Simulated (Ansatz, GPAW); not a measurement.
# A 13-layer slab of Mo(111): work function by functional and basis

Wanted: work functions and dipole of a 13-layer slab of Mo(111), with the cost of each level.

Main program and level: GPAW 26.7.0 and Ansatz 0.2.0; Ansatz plane waves; slab in vacuum with a dipole correction, relaxation, in the first sound run; inputs show where later runs differ.

This is a report of a sequence of runs, with most program output left out.

## 1. The structure

The cell holds 13 atoms: 13 Mo. Cell: a = 4.455 Å, b = 4.455 Å, c = 24.912 Å, α = 90.0°, β = 90.0°, γ = 60.0°. Vacuum lies along c.

## 2. Relaxing the atoms

The atoms are relaxed first, since the surface dipole, and with it the work function, follows the positions of the outer layers. The lowest 6 atoms are held at bulk positions and keep their forces.

Contents of input.yaml:

```yaml
crystal:
  lattice:
    - [4.4547727215, 0.0, 0.0]
    - [2.2273863607, 3.8579463449, 0.0]
    - [0.0, 0.0, 24.9119200877]
  atoms:
    - { symbol: Mo, position: [0.0, 0.0, 0.2809899829] }
    - { symbol: Mo, position: [0.3333333333, 0.3333333333, 0.3174916524] }
    - { symbol: Mo, position: [0.6666666667, 0.6666666667, 0.3539933219] }
    - { symbol: Mo, position: [0.0, 0.0, 0.3904949915] }
    - { symbol: Mo, position: [0.3333333333, 0.3333333333, 0.426996661] }
    - { symbol: Mo, position: [0.6666666667, 0.6666666667, 0.4634983305] }
    - { symbol: Mo, position: [0.0, 0.0, 0.5] }
    - { symbol: Mo, position: [0.3333333333, 0.3333333333, 0.5365016695] }
    - { symbol: Mo, position: [0.6666666667, 0.6666666667, 0.573003339] }
    - { symbol: Mo, position: [0.0, 0.0, 0.6095050085] }
    - { symbol: Mo, position: [0.3333333333, 0.3333333333, 0.6460066781] }
    - { symbol: Mo, position: [0.6666666667, 0.6666666667, 0.6825083476] }
    - { symbol: Mo, position: [0.0, 0.0, 0.7190100171] }
kpoints:
  mp_grid: { grid: [8, 8, 1] }
hamiltonian:
  xc: pbe
scf:
  occupations: { method: fermi_dirac, width: 0.1 }
efield:
  axis: 3
  dipole_correction: true
  ramp_width: 0.05
relax:
  f_tol: 0.02
  max_steps: 60
  constraints: [{ sites: [0, 1, 2, 3, 4, 5] }]
output:
  write_potential: true
  write_density: true
  volumetric_format: npy
```

Started as:

```bash
ansatz run input.yaml --threads 4 --pin off --max-ram 8192MiB --backend cpu --events-out ev --progress --plain --runs-dir out
```

Run time: 2.6 min. Hardware: 4 threads of Arm Neoverse N1, shared host; peak memory 1.3 GiB.

The steps of the relaxation:

```
step  energy less that of the first step (eV)  largest force component (eV/Å)
   1                                   0.0000                          2.0140
   2                                  -0.3216                          0.5407
   3                                  -0.3454                          0.2840
   4                                  -0.3437                          0.2508
   5                                  -0.3504                          0.0208
   6                                  -0.3504                          0.0061
```

Relaxation step 4 was tried and not accepted.

The run keeps the 6 symmetry operations that it works with, so distortions that break them were not tested.

The atoms that moved most (Å):

```
atom     dx     dy      dz  length
Mo13  0.000  0.000  -0.204   0.204
Mo11  0.000  0.000   0.160   0.160
 Mo9  0.000  0.000   0.072   0.072
Mo10  0.000  0.000   0.044   0.044
 Mo8  0.000  0.000   0.031   0.031
 Mo7  0.000  0.000   0.024   0.024
Mo12  0.000  0.000  -0.023   0.023
```

The relaxed structure:

```
Mo
1.0
     4.45477    0.00000    0.00000
     2.22739    3.85795    0.00000
     0.00000    0.00000   24.91192
Mo
13
Direct
  0.00000 0.00000 0.28099
  0.33333 0.33333 0.31749
  0.66667 0.66667 0.35399
  0.00000 0.00000 0.39049
  0.33333 0.33333 0.42700
  0.66667 0.66667 0.46350
  0.00000 0.00000 0.50095
  0.33333 0.33333 0.53773
  0.66667 0.66667 0.57591
  0.00000 0.00000 0.61126
  0.33333 0.33333 0.65243
  0.66667 0.66667 0.68160
  0.00000 0.00000 0.71082
```

This step gave:

```yaml
free_energy: -64421.6541 eV
smearing_term_ts: 0.3302 eV
symmetry_operations: 6
upper_work_function: 3.945 eV
lower_work_function: 3.668 eV
dipole_along_the_normal: -0.02628 e·Å
dipole_field: -0.01111 V/Å
vacuum_level_above: 11.99 eV
vacuum_level_below: 11.71 eV
```

Electrostatic potential energy of an electron (with the applied field's), less the Fermi level, planar mean against z:

z (Å), electrostatic potential energy of an electron (with the applied field's), less the Fermi level, planar mean (eV) and a bar from the least value:
```
        0        3.8 ##############################
        1        3.7 ##############################
        2        3.7 ##############################
        3        3.7 ##############################
        4        3.6 ##############################
        5        3.4 #############################
        6        1.2 ##########################
        7       -9.7 #########
        8      -12.3 #####
        9      -12.7 #####
       10      -12.9 ####
       11      -13.0 ####
       12      -12.7 #####
       13      -12.8 #####
       14      -12.5 #####
       15      -12.8 #####
       16      -12.3 #####
       17      -15.9 
       18       -7.9 ############
       19        2.6 ############################
       20        3.8 ##############################
       21        3.9 ##############################
       22        3.9 ##############################
       23        3.9 ##############################
       24        3.9 ##############################
```

Valence density, planar mean against z:

```
z (Å)  valence density, planar mean (e/Å³)
    3                               8.8e-5
    4                               7.7e-4
    5                              0.00697
    6                               0.0811
    7                                0.782
    8                                0.890
    9                                0.892
   10                                0.896
   11                                0.895
   12                                0.874
   13                                0.886
   14                                0.861
   15                                0.900
   16                                0.861
   17                                 1.06
   18                                0.642
   19                               0.0399
   20                              0.00395
   21                               4.0e-4
   22                               3.9e-5
```

The relaxation lowered the energy of the cell by 0.350 eV.

## 3. The slab's potential

With the geometry fixed, the planar mean of the potential gives the vacuum level on each side.

This step: GPAW, PAW setups; slab in vacuum (GPAW 26.7.0).

Contents of run.py:

```python
import json
import numpy as np
from ase import Atoms
from gpaw import GPAW, PW

slab = Atoms(
    ['Mo', 'Mo', 'Mo', 'Mo', 'Mo', 'Mo', 'Mo', 'Mo', 'Mo', 'Mo', 'Mo', 'Mo', 'Mo'],
    positions=[
        [0.00000, 0.00000, 7.00000],
        [2.22739, 1.28598, 7.90933],
        [4.45477, 2.57196, 8.81865],
        [0.00000, 0.00000, 9.72798],
        [2.22739, 1.28598, 10.63731],
        [4.45477, 2.57196, 11.54663],
        [0.00000, -0.00000, 12.47968],
        [2.22739, 1.28598, 13.39584],
        [4.45477, 2.57196, 14.34711],
        [0.00000, -0.00000, 15.22757],
        [2.22739, 1.28598, 16.25338],
        [4.45477, 2.57196, 16.98008],
        [-0.00000, 0.00000, 17.70801]],
    cell=[[4.45477, 0.0, 0.0], [2.22739, 3.85795, 0.0], [0.0, 0.0, 24.91192]],
    pbc=[True, True, False])

slab.calc = GPAW(mode=PW(400), xc='PBE', kpts={'size': (8, 8, 1), 'gamma': True},
                 occupations={'name': 'fermi-dirac', 'width': 0.1}, nbands='160%',
                 convergence={'density': 1e-05}, maxiter=200,
                 poissonsolver={'dipolelayer': 'xy'},
                 symmetry={'tolerance': 1e-3}, txt='slab.txt')
result = {}
energy = slab.get_potential_energy()
fermi = slab.calc.get_fermi_level()
v = slab.calc.get_electrostatic_potential().mean((0, 1)) - fermi
n = slab.calc.get_pseudo_density().mean((0, 1))
L = slab.cell[2, 2]
z = np.arange(len(v)) * L / len(v)
low, high = slab.positions[:, 2].min(), slab.positions[:, 2].max()
below, above = np.interp([low - 4.8, high + 4.8], z, v)
slopes = [np.interp(x, z, np.gradient(v, z)) for x in (low - 4.8, high + 4.8)]
eps = np.array([[slab.calc.get_eigenvalues(k, s) for k in range(len(slab.calc.get_ibz_k_points()))]
                for s in range(slab.calc.get_number_of_spins())]) - fermi
top, bottom = eps[eps < 0].max(), eps[eps > 0].min()
dipole = slab.get_dipole_moment()[2]
print(f'energy {energy:.4f} eV, Fermi level {fermi:.4f} eV, dipole {dipole:.5f} e A')
print(f'potential 4.8 A off the faces, from the Fermi level: lower {below:.4f} eV, upper {above:.4f} eV')
print(f'slope of the potential there: lower {slopes[0]:.5f}, upper {slopes[1]:.5f} eV/A')
print(f'nearest levels on the mesh: {top:.4f} and {bottom:.4f} eV')
print('magnetic moment', round(slab.get_magnetic_moment(), 3))
result.update(energy=energy, fermi=fermi, dipole=dipole, below=below, above=above, slopes=slopes, edges=[top, bottom],
              z=z.tolist(), v=v.tolist(), n=n.tolist(), positions=slab.positions.tolist(),
              forces=slab.get_forces(apply_constraint=False).tolist(), moments=slab.get_magnetic_moments().tolist())
json.dump(result, open('result.json', 'w'))
```

Started as:

```bash
OMP_NUM_THREADS=1 OPENBLAS_NUM_THREADS=1 python run.py
```

It took 30 min on 1 thread; peak memory 0.49 GiB.

This step gave:

```
dipole along the normal                    : -0.02601 e·Å
levels nearest the Fermi level on the mesh : -0.03735, 0.007214 eV from the Fermi level
upper work function                        : 3.937 eV
lower work function                        : 3.663 eV
```

The electrostatic potential energy of an electron (without an applied field's), less the Fermi level, planar mean by z:

```
z (Å)  electrostatic potential energy of an electron (without an applied field's), less the Fermi level, planar mean (eV)
  0.0                                                                                                                3.80
  0.5                                                                                                                3.66
  1.0                                                                                                                3.66
  1.5                                                                                                                3.66
  2.0                                                                                                                3.66
  2.5                                                                                                                3.66
  3.0                                                                                                                3.66
  3.5                                                                                                                3.65
  4.0                                                                                                                3.63
  4.5                                                                                                                3.57
  5.0                                                                                                                3.40
  5.5                                                                                                                2.88
  6.0                                                                                                                1.26
  6.5                                                                                                               -3.99
  7.0                                                                                                               -11.5
  7.5                                                                                                               -12.2
  8.0                                                                                                               -13.8
  8.5                                                                                                               -13.0
  9.0                                                                                                               -13.7
  9.5                                                                                                               -13.5
 10.0                                                                                                               -13.3
 10.5                                                                                                               -13.9
 11.0                                                                                                               -12.9
 11.5                                                                                                               -14.0
 12.0                                                                                                               -12.4
 12.5                                                                                                               -13.9
 13.0                                                                                                               -12.7
 13.5                                                                                                               -13.6
 14.0                                                                                                               -12.4
 14.5                                                                                                               -13.9
 15.0                                                                                                               -13.5
 15.5                                                                                                               -12.1
 16.0                                                                                                               -12.9
 16.5                                                                                                               -16.1
 17.0                                                                                                               -17.0
 17.5                                                                                                               -15.2
 18.0                                                                                                               -8.49
 18.5                                                                                                              -0.335
 19.0                                                                                                                2.61
 19.5                                                                                                                3.51
 20.0                                                                                                                3.80
 20.5                                                                                                                3.89
 21.0                                                                                                                3.92
 21.5                                                                                                                3.93
 22.0                                                                                                                3.94
 22.5                                                                                                                3.94
 23.0                                                                                                                3.94
 23.5                                                                                                                3.94
 24.0                                                                                                                3.94
 24.5                                                                                                                3.94
```

The pseudo valence density, planar mean oscillates, so the rows of the table below give means over windows of 0.5 Å about each position, cut where the curve ends. Its maxima inside the range that stand out by 2 % of the span (Å: e/Å³): 7.06: 0.938, 7.89: 1.03, 8.72: 1.00, 9.76: 1.04, 10.59: 1.03, 11.63: 1.01, 12.46: 1.03, 13.49: 0.990, 14.32: 1.03, 15.15: 1.01, 16.40: 1.06, 17.02: 1.14, 17.65: 1.02. Its minima: 7.47: 0.725, 8.30: 0.769, 9.34: 0.771, 10.17: 0.756, 11.00: 0.779, 12.04: 0.732, 12.87: 0.758, 13.91: 0.717, 14.74: 0.783, 15.78: 0.664, 16.61: 1.00, 17.44: 0.968.

Pseudo valence density, planar mean against z; means over each step:

z (Å), pseudo valence density, planar mean (e/Å³) and a bar:
```
      3.0       0.00 
      3.5       0.00 
      4.0       0.00 
      4.5       0.00 
      5.0       0.01 
      5.5       0.02 #
      6.0       0.09 ##
      6.5       0.38 ##########
      7.0       0.83 #######################
      7.5       0.81 ######################
      8.0       0.93 ##########################
      8.5       0.86 ########################
      9.0       0.91 #########################
      9.5       0.90 #########################
     10.0       0.88 ########################
     10.5       0.93 ##########################
     11.0       0.85 #######################
     11.5       0.94 ##########################
     12.0       0.81 ######################
     12.5       0.94 ##########################
     13.0       0.83 #######################
     13.5       0.92 #########################
     14.0       0.82 #######################
     14.5       0.92 #########################
     15.0       0.89 #########################
     15.5       0.82 #######################
     16.0       0.86 ########################
     16.5       1.05 #############################
     17.0       1.09 ##############################
     17.5       0.98 ###########################
     18.0       0.65 ##################
     18.5       0.17 #####
     19.0       0.04 #
     19.5       0.01 
     20.0       0.00 
     20.5       0.00 
     21.0       0.00 
     21.5       0.00 
     22.0       0.00
```

Force by atom:

```
atom  x (eV/Å)  y (eV/Å)  z (eV/Å)  size
 Mo1      0.00      0.00      1.94  1.94
 Mo2      0.00      0.00     -0.03  0.03
 Mo3      0.00      0.00     -0.80  0.80
 Mo4      0.00      0.00     -0.90  0.90
 Mo5      0.00      0.00     -0.17  0.17
 Mo6      0.00      0.00     -0.02  0.02
 Mo7      0.00      0.00     -0.01  0.01
 Mo8      0.00      0.00      0.01  0.01
 Mo9      0.00      0.00     -0.01  0.01
Mo10      0.00      0.00     -0.04  0.04
Mo11      0.00      0.00      0.00  0.00
Mo12      0.00      0.00     -0.02  0.02
Mo13      0.00      0.00      0.04  0.04
```

The potential is flat to 0.001 eV/Å where it is read, so the vacuum is wide enough. The geometry is the other program's minimum; here the largest force on a free atom is 0.044 eV/Å.

(Continued in part 2 of 3.)

[Logs are printed without paths, hosts, clocks, repeated set-up lines and the standing remarks that a program may print on its own settings, such as how far it seeks lower states.]

[Hosts, paths, dates, database ids (printed as entryN), source tags and the programs' standing remarks are cut or masked in the printed files.]
